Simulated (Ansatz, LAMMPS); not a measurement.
# Aqueous Sr2+ and TFSI-, 8.8 mol of salt per kg of water, relaxed from a frame at 360 K (150 atoms): atom by atom

This is step 2 of a relaxation. Method: Kohn-Sham DFT, PBEsol, PAW (set soft_2), plane waves (Ansatz 0.2.0); cutoff 420 eV, Γ point, fermi-dirac smearing of 0.05 eV; density 1.99 g/cm³.

Cell vectors (Å):

```
12.398 0.000 0.000
0.000 12.398 0.000
0.000 0.000 12.398
```

Positions (Å):

```
1 N 0.537 11.249 6.633
2 S 1.328 10.323 5.700
3 O 0.818 8.956 5.580
4 O 2.761 10.369 5.919
5 C 1.098 11.120 4.027
6 F 0.931 0.059 4.211
7 F 0.012 10.601 3.394
8 F 2.161 10.980 3.220
9 S 11.327 11.246 6.427
10 O 10.858 11.884 5.218
11 O 10.664 9.979 6.693
12 C 10.938 0.066 7.824
13 F 9.642 0.413 7.780
14 F 11.691 1.189 7.751
15 F 11.194 11.895 9.042
16 N 6.710 0.772 11.612
17 S 6.245 0.117 0.524
18 O 7.207 12.294 1.610
19 O 5.429 11.314 0.435
20 C 5.148 1.488 1.110
21 F 5.103 2.517 0.228
22 F 5.595 2.018 2.288
23 F 3.885 1.033 1.360
24 S 7.925 1.742 11.898
25 O 8.120 2.689 10.788
26 O 7.915 2.519 0.737
27 C 9.358 0.550 11.989
28 F 10.250 0.956 11.072
29 F 8.973 11.657 11.675
30 F 9.896 0.514 0.789
31 N 1.948 3.728 8.513
32 S 1.219 4.308 7.198
33 O 1.677 5.598 6.667
34 O 12.195 4.321 7.357
35 C 1.643 2.963 5.971
36 F 2.057 1.884 6.686
37 F 2.530 3.376 5.083
38 F 0.554 2.550 5.298
39 S 3.487 3.906 8.446
40 O 4.237 2.973 9.286
41 O 4.060 4.032 7.125
42 C 3.618 5.646 9.238
43 F 2.431 5.976 9.756
44 F 3.997 6.555 8.322
45 F 4.499 5.648 10.264
46 N 3.145 9.274 0.616
47 S 2.560 9.002 11.563
48 O 1.672 7.829 11.504
49 O 3.534 9.030 10.483
50 C 1.511 10.445 11.279
51 F 1.047 10.379 9.998
52 F 2.172 11.593 11.418
53 F 0.466 10.413 12.126
54 S 2.533 8.347 1.761
55 O 3.183 8.590 3.036
56 O 1.064 8.268 1.925
57 C 3.133 6.649 1.273
58 F 3.828 6.119 2.297
59 F 3.918 6.674 0.211
60 F 2.097 5.790 1.060
61 N 11.135 2.536 3.097
62 S 10.240 3.675 3.735
63 O 9.345 4.376 2.836
64 O 10.935 4.568 4.644
65 C 9.290 2.571 4.764
66 F 8.072 3.144 5.089
67 F 9.937 2.312 5.918
68 F 9.052 1.373 4.183
69 S 11.833 3.038 1.762
70 O 11.024 3.087 0.531
71 O 0.298 4.214 1.962
72 C 0.642 1.659 1.542
73 F 0.035 0.469 1.611
74 F 1.557 1.769 2.551
75 F 1.288 1.723 0.394
76 N 8.537 8.216 8.003
77 S 8.236 7.218 6.803
78 O 9.410 6.803 6.059
79 O 7.135 7.662 5.972
80 C 7.625 5.708 7.672
81 F 8.667 4.975 8.125
82 F 6.936 4.939 6.833
83 F 6.848 6.038 8.707
84 S 9.758 7.806 8.864
85 O 9.466 6.751 9.825
86 O 11.065 7.612 8.228
87 C 9.843 9.342 9.858
88 F 9.303 9.116 11.078
89 F 9.191 10.352 9.312
90 F 11.137 9.647 10.064
91 O 4.044 6.565 5.195
92 H 4.564 5.781 4.882
93 H 3.473 6.229 5.951
94 O 7.303 11.076 6.588
95 H 7.433 11.204 5.616
96 H 7.500 11.926 7.040
97 O 11.099 8.056 3.067
98 H 11.973 8.147 2.586
99 H 10.662 8.953 3.032
100 O 6.803 5.135 2.562
101 H 7.746 4.973 2.832
102 H 6.226 4.712 3.259
103 O 1.288 5.790 3.973
104 H 0.961 5.109 3.314
105 H 2.285 5.835 3.885
106 O 5.104 0.656 6.821
107 H 5.950 0.918 7.273
108 H 4.378 0.905 7.429
109 O 12.123 5.773 11.999
110 H 0.144 5.370 0.397
111 H 0.148 6.661 11.889
112 O 7.007 1.742 8.379
113 H 6.282 2.024 8.986
114 H 7.849 1.969 8.830
115 O 7.408 8.672 1.008
116 H 7.477 9.613 1.279
117 H 6.772 8.643 0.246
118 O 5.966 8.243 10.872
119 H 5.799 7.277 11.072
120 H 5.073 8.623 10.631
121 O 4.927 11.915 4.262
122 H 4.811 0.121 3.495
123 H 4.949 0.073 5.086
124 O 5.283 3.965 4.639
125 H 4.972 4.040 5.583
126 H 5.610 3.045 4.539
127 O 11.107 4.117 9.741
128 H 11.920 4.442 10.192
129 H 11.329 4.096 8.768
130 O 6.798 5.160 12.221
131 H 6.617 5.113 0.806
132 H 6.251 4.450 11.802
133 O 7.198 10.386 3.789
134 H 6.826 11.120 3.239
135 H 8.142 10.282 3.500
136 O 9.760 7.057 0.759
137 H 9.119 7.791 0.578
138 H 10.220 7.285 1.621
139 O 9.830 10.573 2.842
140 H 10.252 11.129 3.547
141 H 9.954 11.043 1.988
142 O 5.480 9.338 7.658
143 H 6.310 9.902 7.558
144 H 5.234 9.392 8.619
145 O 6.033 7.705 3.264
146 H 6.044 6.730 3.070
147 H 6.669 8.099 2.616
148 Sr 9.537 5.043 11.662
149 Sr 11.890 6.863 5.562
150 Sr 5.018 9.108 4.973
```

Predict the forces.

Columns: atom, fx, fy, fz (forces in eV/Å).

```
1 -1.020 0.490 0.595
2 1.368 -1.345 -0.887
3 -0.293 0.032 -0.175
4 -0.158 0.310 0.219
5 0.024 0.917 -1.048
6 -0.043 -1.274 0.046
7 0.912 0.443 0.426
8 -0.555 -0.022 0.511
9 -0.731 -0.633 0.573
10 0.111 0.586 -0.299
11 0.556 0.553 0.353
12 0.596 0.395 1.460
13 0.488 -0.301 -0.093
14 -0.574 -0.908 -0.240
15 -0.096 0.666 -1.582
16 0.967 0.248 -1.535
17 -1.534 -3.213 3.255
18 0.523 0.890 -0.456
19 -0.185 1.123 -1.370
20 -1.166 1.261 1.153
21 -0.482 -0.781 0.517
22 -0.227 -0.486 -0.522
23 1.077 0.370 -0.468
24 0.193 2.780 0.365
25 0.277 -1.138 -0.486
26 0.128 -1.059 -0.089
27 0.368 -1.258 -1.323
28 -0.175 -0.276 0.577
29 0.339 1.562 0.339
30 0.146 0.087 0.263
31 -1.666 0.164 -0.844
32 1.032 0.527 0.401
33 0.301 -0.331 0.292
34 -1.330 -0.462 0.045
35 -0.736 -1.435 -0.582
36 0.274 0.718 -0.757
37 0.145 -0.317 0.216
38 0.237 0.550 0.412
39 2.934 -0.144 1.498
40 -1.109 0.613 -0.029
41 -0.073 0.425 -0.762
42 0.101 0.219 0.527
43 0.423 0.016 -0.486
44 -0.204 -0.433 0.508
45 -0.063 -0.187 -0.665
46 -0.191 -0.139 0.349
47 -0.635 -2.017 -0.716
48 0.269 1.180 0.193
49 -0.172 0.689 0.444
50 -1.042 0.850 -1.095
51 0.541 0.070 0.982
52 -0.076 -0.239 0.148
53 0.426 0.138 -0.257
54 -1.464 0.269 1.310
55 0.557 0.186 -0.423
56 1.671 0.047 -1.052
57 -0.440 -1.540 0.247
58 -0.027 0.115 -0.122
59 -0.011 -0.047 0.121
60 0.829 0.767 -0.110
61 0.093 0.614 -0.965
62 0.374 1.161 -0.028
63 -0.034 -0.307 -0.375
64 0.244 -0.039 0.164
65 -2.039 -1.929 2.041
66 1.403 -0.454 -0.573
67 -0.247 0.561 -0.694
68 -0.124 1.154 0.068
69 0.341 0.351 -1.028
70 0.353 0.092 0.962
71 -0.490 -0.242 -0.151
72 0.984 -0.832 0.848
73 0.093 0.309 0.126
74 -0.799 0.059 -0.890
75 -0.217 0.460 -0.211
76 -0.765 -0.479 -1.442
77 -0.908 0.831 -0.737
78 0.464 -0.315 -0.107
79 0.260 0.055 0.656
80 -0.109 -1.067 0.379
81 -0.324 0.164 -0.269
82 -0.042 0.232 -0.053
83 0.210 -0.028 -0.329
84 2.031 -0.716 0.732
85 -0.227 0.068 0.543
86 -0.637 0.185 -0.177
87 0.451 0.657 1.474
88 0.002 -0.104 -0.467
89 0.083 -0.171 -0.156
90 -0.792 -0.288 -0.261
91 -0.391 -0.468 0.565
92 -0.310 0.519 0.263
93 0.634 0.203 -0.823
94 0.242 0.279 -0.006
95 -0.047 -0.117 0.242
96 -0.101 -0.429 -0.326
97 0.016 -0.265 0.037
98 -0.333 0.133 0.322
99 0.199 -0.169 -0.068
100 -0.546 0.019 0.366
101 -0.412 -0.038 -0.097
102 0.445 -0.003 -0.263
103 0.372 -0.294 -0.484
104 0.347 0.540 0.328
105 -1.170 0.062 0.298
106 -0.129 0.065 -0.175
107 -0.428 0.120 -0.017
108 0.330 -0.057 -0.230
109 -0.112 -0.051 -0.110
110 -0.109 0.170 -0.231
111 -0.078 -0.445 0.051
112 -0.169 0.019 0.062
113 0.498 -0.007 -0.201
114 -0.473 -0.024 0.066
115 0.196 0.187 0.247
116 -0.216 -0.221 -0.326
117 0.000 0.138 -0.210
118 0.146 -0.888 0.470
119 0.184 1.146 -0.360
120 0.430 -0.416 0.546
121 0.014 0.108 -0.225
122 -0.066 -0.333 0.567
123 -0.018 -0.055 0.099
124 -0.011 -0.128 0.205
125 0.244 -0.394 -0.379
126 -0.233 0.423 0.169
127 -0.003 0.083 0.385
128 -0.169 -0.081 -0.264
129 -0.045 0.110 0.769
130 -0.099 -0.212 -0.378
131 0.162 -0.137 -0.075
132 0.484 0.539 0.452
133 -0.167 0.089 0.089
134 0.345 -0.177 0.228
135 -0.174 0.201 -0.096
136 -0.114 0.057 0.062
137 -0.052 -0.223 0.452
138 -0.252 0.007 -0.350
139 -0.010 -0.008 0.018
140 -0.118 -0.050 -0.173
141 -0.089 -0.115 0.511
142 0.425 0.523 0.449
143 -0.745 -0.349 0.015
144 0.169 -0.116 -1.031
145 -0.026 -0.119 -0.018
146 0.468 0.442 -0.084
147 -0.154 -0.151 -0.226
148 0.190 -0.011 -0.054
149 -0.044 0.054 -0.169
150 0.107 0.061 0.165
```

The network of contacts between molecules at the start is that of the classical potential that made the cell. The functional has no dispersion term, which matters for the binding between molecules or layers. The density was typed from a rule of thumb and may lie off the real one at this temperature. Only the Γ point is sampled, in a cell whose shortest periodic width is 12 Å.

The r.m.s. force component is 0.652 eV/Å; the longest force, 4.82 eV/Å, acts on S17. The energy lies 38.5 meV/atom below that of the first step of this run.

[Long decimals in the printed logs are rounded to 6 places.]

[Logs are printed without paths, hosts, clocks, repeated set-up lines and the standing remarks that a program may print on its own settings, such as how far it seeks lower states.]

[Hosts, paths, dates, database ids (printed as entryN), source tags and the programs' standing remarks are cut or masked in the printed files.]
